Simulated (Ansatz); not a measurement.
# Where Ni_Al puts its levels in the gap of Al3GaN4 (Pm), part 2 of 2

Charge states of Ni_Al in Al3GaN4 (Pm), set against the band edges. Model: a cell of 96 host atoms with 1 Al taken out and 1 Ni put in.

Ansatz; place-levels on PBEsol runs: charge-transition levels and formation energies with image-charge correction and potential alignment at the atomic sites.

So far: The starting structure; What was run first.

### 3. Placing the levels, PBEsol

A charged cell interacts with its images and the background, and its potential has another zero than the host's. place-levels removes the first by a point-charge model, screened by the static dielectric constant since the ions have relaxed around the charge, and the second by comparing potentials at atoms far from the defect.

The host is a run of the defect-free crystal in the same cutoffs, grids and k-points, so that basis and sampling errors cancel in part in the differences. Its band edges come from a run of the primitive cell that searches the zone for them. The host is run in a cell of 48 atoms on a matching mesh. Chemical potentials are energies per atom of Al (fcc) and Ni (fcc), run with the same functional and cutoff.

File levels.point.yaml:

```yaml
host:
  run: host.point.run
  levels_from: { run: edges.point.run }
states: [qm2_M1.point.run, qm1.point.run, qm1_M2.point.run, q0_M1.point.run, q0_M3.point.run, qp1.point.run, qp1_M4.point.run, qp1_M2.point.run]
geometry_from:
  qm2_M1.point.run: qm2_M1.relax.run
  qm1.point.run: qm1.relax_smeared.run
  qm1_M2.point.run: qm1_M2.relax.run
  q0_M1.point.run: q0_M1.relax.run
  q0_M3.point.run: q0_M3.relax.run
  qp1.point.run: qp1.relax_smeared.run
  qp1_M4.point.run: qp1_M4.relax.run
  qp1_M2.point.run: qp1_M2.relax.run
  host.point.run: host.relax.run
chemical_potentials:
  Al:
    energy: -524.553864
    dataset: <sha256 of the dataset>
  Ni:
    energy: -5804.971644
    dataset: <sha256 of the dataset>
epsilon: [4.99, 4.79, 4.8]
static_epsilon: [9.98, 8.63, 8.67]
vertical:
  - { from: qm2_M1.point.run, to: qm2_M1.point_neutral.run }
  - { from: qm1.point.run, to: qm1.point_neutral.run }
  - { from: qm1_M2.point.run, to: qm1_M2.point_neutral.run }
  - { from: qp1.point.run, to: qp1.point_neutral.run }
  - { from: qp1_M4.point.run, to: qp1_M4.point_neutral.run }
  - { from: qp1_M2.point.run, to: qp1_M2.point_neutral.run }
```

On the command line:

```sh
> ansatz place-levels levels.point.yaml -- --threads 4 --pin off --max-ram 14131MiB
```

Output:

```text
[... repeated set-up lines and file paths are left out, and long positions are rounded to six places ...]
(+1/0) 0.237 eV above the valence edge, 3.239 eV under the conduction edge
(0/-1) 1.908 eV above the valence edge, 1.569 eV under the conduction edge
(-1/-2) 3.322 eV above the valence edge, 0.155 eV under the conduction edge
formation energy of charge +1: +4.995 eV with the Fermi level at the valence edge
formation energy of charge 0: +5.233 eV with the Fermi level at the valence edge
formation energy of charge -1: +7.141 eV with the Fermi level at the valence edge
formation energy of charge -2: +10.462 eV with the Fermi level at the valence edge
vertical -2 to 0: no energy, since no alignment is typed
  the change from vertical[0].from (qm2_M1.point.run) to vertical[0].to (qm2_M1.point_neutral.run): by its potential at epsilon [4.99, 4.79, 4.8] it stands at 0.522 0.492 0.412, with an rms radius of about 2.3 Å (1.2 1.5 1.4 Å across the planes of the cell's [...]
vertical -1 to 0: no energy, since no alignment is typed
  the change from vertical[1].from (qm1.point.run) to vertical[1].to (qm1.point_neutral.run): by its potential at epsilon [4.99, 4.79, 4.8] it stands at 0.527 0.500 0.411, with an rms radius of about 2.1 Å (1.1 1.3 1.3 Å across the planes of the cell's [...]
vertical -1 to 0: no energy, since no alignment is typed
  the change from vertical[2].from (qm1_M2.point.run) to vertical[2].to (qm1_M2.point_neutral.run): by its potential at epsilon [4.99, 4.79, 4.8] it stands at 0.523 0.501 0.404, with an rms radius of about 2.4 Å (1.4 1.3 1.4 Å across the planes of the cell's [...]
vertical +1 to 0: no energy, since no alignment is typed
  the change from vertical[3].from (qp1.point.run) to vertical[3].to (qp1.point_neutral.run): by its potential at epsilon [4.99, 4.79, 4.8] it stands at 0.525 0.506 0.399, with an rms radius of about 2.8 Å (1.7 1.5 1.5 Å across the planes of the cell's [...]
vertical +1 to 0: no energy, since no alignment is typed
  the change from vertical[4].from (qp1_M4.point.run) to vertical[4].to (qp1_M4.point_neutral.run): by its potential at epsilon [4.99, 4.79, 4.8] it stands at 0.475 0.514 0.400, with an rms radius of about 3.2 Å (1.8 1.9 1.8 Å across the planes of the cell's [...]
vertical +1 to 0: no energy, since no alignment is typed
  the change from vertical[5].from (qp1_M2.point.run) to vertical[5].to (qp1_M2.point_neutral.run): by its spins about the atoms it stands at 0.527 0.501 0.470, with an rms radius of about 2.0 Å (0.8 1.1 1.5 Å across the planes of the cell's vectors); [...]
  edges by pbesol of host.levels_from (edges.point.run), its mesh sampled to repeats of 27.09 Å (the valence edge +0.128 eV and the conduction edge -0.782 eV from those of the host's own run), gap 3.477 eV; the host is sampled to repeats of 27.56 Å
  the defect's cells are sampled to repeats of 27.56 Å, like sampling
  charge +1: -87371.3644 eV with its correction of +0.263 eV, at epsilon [9.98, 8.63, 8.67], aligned at sites: +0.0417 eV, mean over 57 atomic sites at or beyond 4.70 Å from the defect at [0.5005, 0.5000, 0.4174], with -0.001089 for the charge's moments and [...]
  charge 0: +0.000 eV for its dipole among its images, +0.000 omitted
  charge -1: -87353.8734 eV with its correction of +0.145 eV, at epsilon [9.98, 8.63, 8.67], aligned at sites: +0.0770 eV, mean over 57 atomic sites at or beyond 4.70 Å from the defect at [0.5005, 0.5000, 0.4174], with -0.004447 for the charge's moments and [...]
  charge -2: -87342.8789 eV with its correction of +0.714 eV, at epsilon [9.98, 8.63, 8.67], aligned at sites: +0.0865 eV, mean over 57 atomic sites at or beyond 4.70 Å from the defect at [0.5005, 0.5000, 0.4174], with -0.005110 for the charge's moments and [...]
  charge +1: states[6] (qp1_M4.point.run) stands 0.335 eV higher, with a moment of 4.00 μB against 2.00
  states[6] (qp1_M4.point.run): levels filled in part (TS 0.006 eV): its energy is of no whole electron's
  charge +1: states[5] (qp1.point.run) stands 0.418 eV higher, with a moment of 0.00 μB against 2.00
  states[5] (qp1.point.run): levels filled in part (TS 0.018 eV): its energy is of no whole electron's
  charge 0: states[3] (q0_M1.point.run) stands 0.434 eV higher, with a moment of 1.00 μB against 3.00
  charge -1: states[1] (qm1.point.run) stands 0.673 eV higher, with a moment of 0.00 μB against 2.00
  states[1] (qm1.point.run): levels filled in part (TS 0.025 eV): its energy is of no whole electron's
  of states[0] (qm2_M1.point.run): it parts from the run that its charge is read beside by 2 carriers, of which the mean alone is read, by its potential at epsilon [4.99, 4.79, 4.8], taken for that of held ions (one typed too small widens it): that is narrow, [...]
  of states[6] (qp1_M4.point.run): it parts from the run at its places by a charge that spreads by about 1.9 Å along one vector (1.6 Å or more is wide), by its potential at epsilon [4.99, 4.79, 4.8], taken for that of held ions (one typed too small widens [...]
  of vertical[0].from (qm2_M1.point.run): it parts from the run that its charge is read beside by 2 carriers, of which the mean alone is read, by its potential at epsilon [4.99, 4.79, 4.8], taken for that of held ions (one typed too small widens it): that is [...]
  vertical[1].from (qm1.point.run): levels filled in part (TS 0.025 eV): its energy is of no whole electron's
  of vertical[1].to (qm1.point_neutral.run): stability_check_not_made
  vertical[3].from (qp1.point.run): levels filled in part (TS 0.018 eV): its energy is of no whole electron's
  vertical[4].from (qp1_M4.point.run): levels filled in part (TS 0.006 eV): its energy is of no whole electron's
  of vertical[4].from (qp1_M4.point.run): its moments are held at its close (magnetization.spin_locking), by a field of 0.104 eV a Bohr magneton, and its energy and levels are of the state that this holds: a run that lets them go can end lower; [...]
  of vertical[4].to (qp1_M4.point_neutral.run): its solution was reached by way of a converged one of higher free energy, in the state of a single point ahead of it or from where its search with frozen cores ended, in this run or in one that it set out from
  of vertical[5].to (qp1_M2.point_neutral.run): stability_check_not_made
```

Wall time 0.8 s (4 threads of Intel Xeon 6975P-C (Granite Rapids), shared host).

Levels between the charges placed, in eV above the valence top:

|  | gap (eV) | (+1/0) | (0/−1) | (−1/−2) |
| --- | --- | --- | --- | --- |
| PBEsol | 3.48 | 0.24 | 1.91 | 3.32 |

Corrections by state:

| charge | moment (μB) | image terms and alignment (eV) | band filling (eV) | ε used | over the lowest of its charge, as the program ranks them, band filling apart (eV) |
| --- | --- | --- | --- | --- | --- |
| +1 | 2.0 | 0.263 | - | principal values (8.63, 8.67, 9.98) | 0.000 |
| 0 | 3.0 | 0.000 | - | - | 0.000 |
| −1 | 2.0 | 0.145 | - | principal values (8.63, 8.67, 9.98) | 0.000 |
| −2 | 1.0 | 0.714 | - | principal values (8.63, 8.67, 9.98) | 0.000 |
| +1 | 4.0 | 0.258 | - | principal values (8.63, 8.67, 9.98) | 0.335 |
| +1 | 0.0 | 0.260 | - | principal values (8.63, 8.67, 9.98) | 0.418 |
| 0 | 1.0 | 0.000 | - | - | 0.434 |
| −1 | 0.0 | 0.147 | - | principal values (8.63, 8.67, 9.98) | 0.673 |

The charged structures listed were also run neutral, and place-levels reads from each pair, by the potential or the spins, how wide the charge is by which they differ; that can be the carrier of either run.

| charge | rms radius (Å) | spread where it is widest against the cell (Å) | wide from (Å) | reading |
| --- | --- | --- | --- | --- |
| +1 | 2.0 | 1.52 | 1.88 | narrow |
| −1 | 2.4 | 1.37 | 1.75 | narrow |
| −2 | 2.3 | 1.47 | 1.63 | narrow |

The neutral runs of these pairs need not share the spin of the lowest neutral state, and very wide values only mean spread over the cell.

From the program's caveats on the states, each cut to its opening words:

- charge −2 (1 μB): it parts from the run that its charge is read beside by 2 carriers, of which the mean alone is read, by its potential at epsilon [4.99, 4.79, 4.8], taken for [...]
- charge +1 (4 μB): it parts from the run at its places by a charge that spreads by about 1.9 Å along one vector (1.6 Å or more is wide), by its potential at epsilon [4.99, 4.79, [...]
- charge +1 (4 μB): its moments are held at its close (magnetization.spin_locking), by a field of 0.104 eV a Bohr magneton, and its energy and levels are of the state that this [...]

Chemical potentials of the elements' reference phases, run alike. Formation energy by charge state (elemental references; gap 3.48 eV):

| charge | at valence top (eV) | at conduction bottom (eV) | correction included (eV) |
| --- | --- | --- | --- |
| +1 | 5.00 | 8.47 | 0.26 |
| 0 | 5.23 | 5.23 | 0.00 |
| −1 | 7.14 | 3.66 | 0.14 |
| −2 | 10.46 | 3.51 | 0.71 |

(Fermi level (eV), lowest formation energy (eV)): (0.00, 5.00), (0.32, 5.23), (0.63, 5.23), (0.95, 5.23), (1.26, 5.23), (1.58, 5.23), (1.90, 5.23), (2.21, 4.93), (2.53, 4.61), (2.85, 4.30), (3.16, 3.98), (3.48, 3.51)

### 4. Another choice

In this try the input is made faulty on purpose, to show what that does.

Another version of the file is tried.

levels.try0.yaml is levels.point.yaml with these lines changed:

```diff
-states: [qm2_M1.point.run, qm1.point.run, qm1_M2.point.run, q0_M1.point.run, q0_M3.point.run, qp1.point.run, qp1_M4.point.run, qp1_M2.point.run]
+states: [qm2_M1.relax.run, qm1.point.run, qm1_M2.point.run, q0_M1.point.run, q0_M3.point.run, qp1.point.run, qp1_M4.point.run, qp1_M2.point.run]
-  qm2_M1.point.run: qm2_M1.relax.run
```

On the command line:

```sh
> ansatz place-levels levels.try0.yaml -- --threads 4 --pin off --max-ram 14131MiB
```

Output:

```text
Error: states: the states of charge -2 and -1 were not made alike: the mesh or its shifts (kpoints.further_shifts), scf.occupations
```

The change: a state from another k-mesh.

The command refused this file.

### 5. What came out

| Quantity | Value |
| --- | --- |
| gap of the host | 3.48 eV (PBEsol) |
| level (plus 1/0) | 0.24 eV above the valence top |
| level (0/minus 1) | 1.91 eV above the valence top |
| level (minus 1/minus 2) | 3.32 eV above the valence top |
| lowest of the charges placed, just above the valence top (0.02 eV) | +1 |
| lowest of the charges placed, just below the conduction bottom (0.02 eV) | −2 |
| lowest formation energy at mid-gap of the charges run, elemental references | 5.23 eV |

**Reading.** Of the charges placed (−2, −1, 0 and +1), the lowest changes at 0.24 eV (+1/0), 1.91 eV (0/−1) and 3.32 eV (−1/−2) above the valence top, in a gap of 3.48 eV. (+1/0) and (−1/−2) lie nearer to a band edge than the share of the finite-size correction in them (0.26 and 0.57 eV), and that correction holds for a localised charge alone. Charges above +1 and below −2 were not placed, so these runs say nothing of levels that involve them. States placed: +1 at 2 μB, 4 μB and 0 μB; 0 at 3 μB and 1 μB; −1 at 2 μB and 0 μB; −2 at 1 μB. Other spin states or structures, where not listed, weren't placed. Ni is taken at its element; compounds, which aren't counted here, bound the chemical potentials and would shift these formation energies. Keep in mind: PBEsol makes the gap too small and tends to spread out bound carriers; where a gas molecule sets a chemical potential or the host's formation energy, its binding is uncorrected.

[Logs are printed without paths, hosts, clocks, repeated set-up lines and the standing remarks that a program may print on its own settings, such as how far it seeks lower states.]

[Hosts, paths, dates, database ids (printed as entryN), source tags and the programs' standing remarks are cut or masked in the printed files.]

[Where a table of states has a column of steps, it counts the stored structures, which are thinned; the runs took as many ionic steps or more.]

[A defect's name tells the site on which it was built; relaxed atoms can leave that site.]

[For some hosts the program warned that the k-mesh of the response run may be too coarse for force constants and the static dielectric constant; such warnings are not shown here.]
